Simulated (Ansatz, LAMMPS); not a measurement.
# Glassy 63SiO2-7Al2O3-11FeO-7MgO-4CaO-4Na2O-4K2O (mol %) (79 atoms) under strain: runs compared

How stiff is glassy 63SiO2-7Al2O3-11FeO-7MgO-4CaO-4Na2O-4K2O (mol %) (79 atoms)?

Computed with Ansatz 0.2.0: Kohn-Sham DFT, r2SCAN, PAW (set soft_2), plane waves.

In doubt: on Fe and Co compounds r2SCAN can change the orbital order between nearby geometries, unless the shell is half filled, which bears on forces and vibrations; warnings of the run leave room for a lower electronic state (in some of the runs), so energies may not be the lowest and differences between runs may mislead.

**1. The cell as built**

The cell holds 79 atoms: 17 Si, 4 Al, 3 Fe, 2 Mg, 1 Ca, 2 Na, 2 K and 48 O. Its edges and angles: a = 10.346 Å, b = 10.346 Å, c = 10.346 Å, α = 90.0°, β = 90.0°, γ = 90.0°. 79 atoms (17 Si, 4 Al, 3 Fe, 2 Mg, 1 Ca, 2 Na, 2 K, 48 O) placed at random at 2.6 g/cm³, melted at 3000 K for 20 ps at fixed volume with the Buckingham and Coulomb pair potential of Guillot and Sator (Geochim. Cosmochim. Acta 71, 1249 (2007)) with the boron terms of Wang et al. (J. Non-Cryst. Solids 498, 294 (2018)). Quenched from 3000 K to 300 K at 50 K/ps and fixed volume, held 10 ps at zero pressure, then minimised at fixed cell.

What the set-up can't give: The quench rate of 50 K/ps is orders of magnitude faster than experiment, which tends to freeze in extra defects. The starting topology of bonds comes from the classical model, and needn't be the one that DFT or experiment would give. Without a Hubbard term or exact exchange, open shells on Fe are likely too delocalised. The Brillouin zone is sampled at Γ only.

**2. The reference run**

The reference is a single point at the end of the relaxation.

Every strained cell starts from the geometry of this run, and its atoms are relaxed with the cell held.

Its input, with most atom lines left out:

```yaml
crystal:
  lattice:
    - [10.19602, -0.0943, -0.07398]
    - [-0.0943, 9.89637, 0.12978]
    - [-0.07398, 0.12978, 10.48475]
  atoms:
    - { symbol: Si, position: [0.82919, 0.06254, 0.19217] }
    - { symbol: Si, position: [0.31593, 0.62237, 0.19194] }
    - { symbol: Si, position: [0.02293, 0.8866, 0.79676] }
    - { symbol: Si, position: [0.4192, 0.25572, 0.93353] }
    - { symbol: Si, position: [0.56081, 0.01834, 0.78701] }
    - { symbol: Si, position: [0.00403, 0.19782, 0.59705] }
    - { symbol: Si, position: [0.41873, 0.7597, 0.73956] }
    [... atom lines 8 to 79 left out ...]
magnetization:
  spin_polarized: true
kpoints:
  mp_grid: { grid: [1, 1, 1] }
hamiltonian:
  xc: r2scan
scf:
  occupations: { method: fermi_dirac, width: 0.05 }
  lower_state_search: "off"
output:
  forces: true
  stress: true
  populations: true
  dos:
    method: { smearing: { sigma: 0.15 } }
    de: 0.1
    projected: { site_lists: { Al: [Al], Ca: [Ca], Fe: [Fe], K: [K], Mg: [Mg] } }
  eigenvalues: true
  write_density: true
  write_potential: true
  volumetric_format: npy
  elf: true
```

| Item | Value |
| --- | --- |
| free energy per atom | -830.4629 eV/atom |
| r.m.s. force component | 0.00694 eV/Å |
| pressure | 0.01239 GPa |
| total moment | -12 μB |

The highest filled and lowest empty levels lie 0.288 eV apart (at Γ alone), but 2 levels are partly filled, by over 2 %, under the smearing.

**3. The runs**

Each row is one run, on 8 threads of Arm Neoverse V1, shared host. The free energy is the program's total, comparable only between runs with the same functional, potentials and atoms.

```tsv
run	atoms	outcome	ionic steps, all passes	free energy (eV)	time	host memory (GiB)
Single point at the start	79	converged	-	-65601.999	2.9 min	4.4
Cell and atoms relaxed	79	converged	14	-65606.572	23 min	4.7
Single point at the relaxed geometry	79	converged	-	-65606.572	2.3 min	4.1
Volume -3 %	79	converged	9	-65606.417	9.4 min	4.1
Volume +3 %	79	converged	9	-65606.438	10 min	4.3
Volume -6 %	79	converged	11	-65605.956	12 min	3.9
Volume +6 %	79	cut at the time limit	7	-65606.026	8.2 min	4.4
```

In some runs the program notes that the stability of the SCF solution was not settled and the SCF threshold is loose for the stress. Further notices: minimisation begun.

**4. Pressure against volume**

Atoms are relaxed at each volume, in the scaled cell.

```tsv
volume change (%)	volume (Å³/atom)	energy change (meV/atom)	pressure (GPa)	largest move on relaxing (Å)	bonds	level spacing (eV)
-6	12.584	7.80	3.10	0.39	138	0.228
-3	12.986	1.97	1.59	0.19	133	0.251
+0	13.388	0.00	0.01	-	133	0.288
+3	13.789	1.71	-1.42	0.20	131	0.303
```

**5. What came out**

The bulk modulus, from the slope of pressure against ln V over the three points nearest the relaxed volume, is 50.1 GPa; between neighbouring points the slope runs 48, 52 and 48 GPa from the smallest volume up, without a steady fall, so no pressure derivative is given. The count of bonds runs from 131 to 138 over the series, so at some points contacts cross the cutoffs. The level spacing goes from 0.228 eV at the smallest volume to 0.303 eV at the largest, +0.9 eV per unit of ln V by a straight line, on the run's k-points.

**Limits.** Strains are finite and relaxations stop at the force tolerance of the input, which can leave moduli too stiff; they are those of a static cell at zero temperature. Volumes are changed with the cell's shape held, so in an anisotropic solid the modulus lies over the one under free hydrostatic load. The program notes that the SCF threshold of the relaxations is loose for the stress. In the spin-polarised runs the search for a state of lower energy was switched off. The run was spin polarised, started with 3 parallel moments, ending at -12.0 μB in the cell; that starting order needn't be the real material's, and it bears on forces, charges and levels. With open d shells in the cell, the level spacing can be one between d levels of these ions, not the gap of the host.

The DFT runs together took 68 min of wall time.

[Logs are printed without paths, hosts, clocks, repeated set-up lines and the standing remarks that a program may print on its own settings, such as how far it seeks lower states.]

[Hosts, paths, dates, database ids (printed as entryN), source tags and the programs' standing remarks are cut or masked in the printed files.]
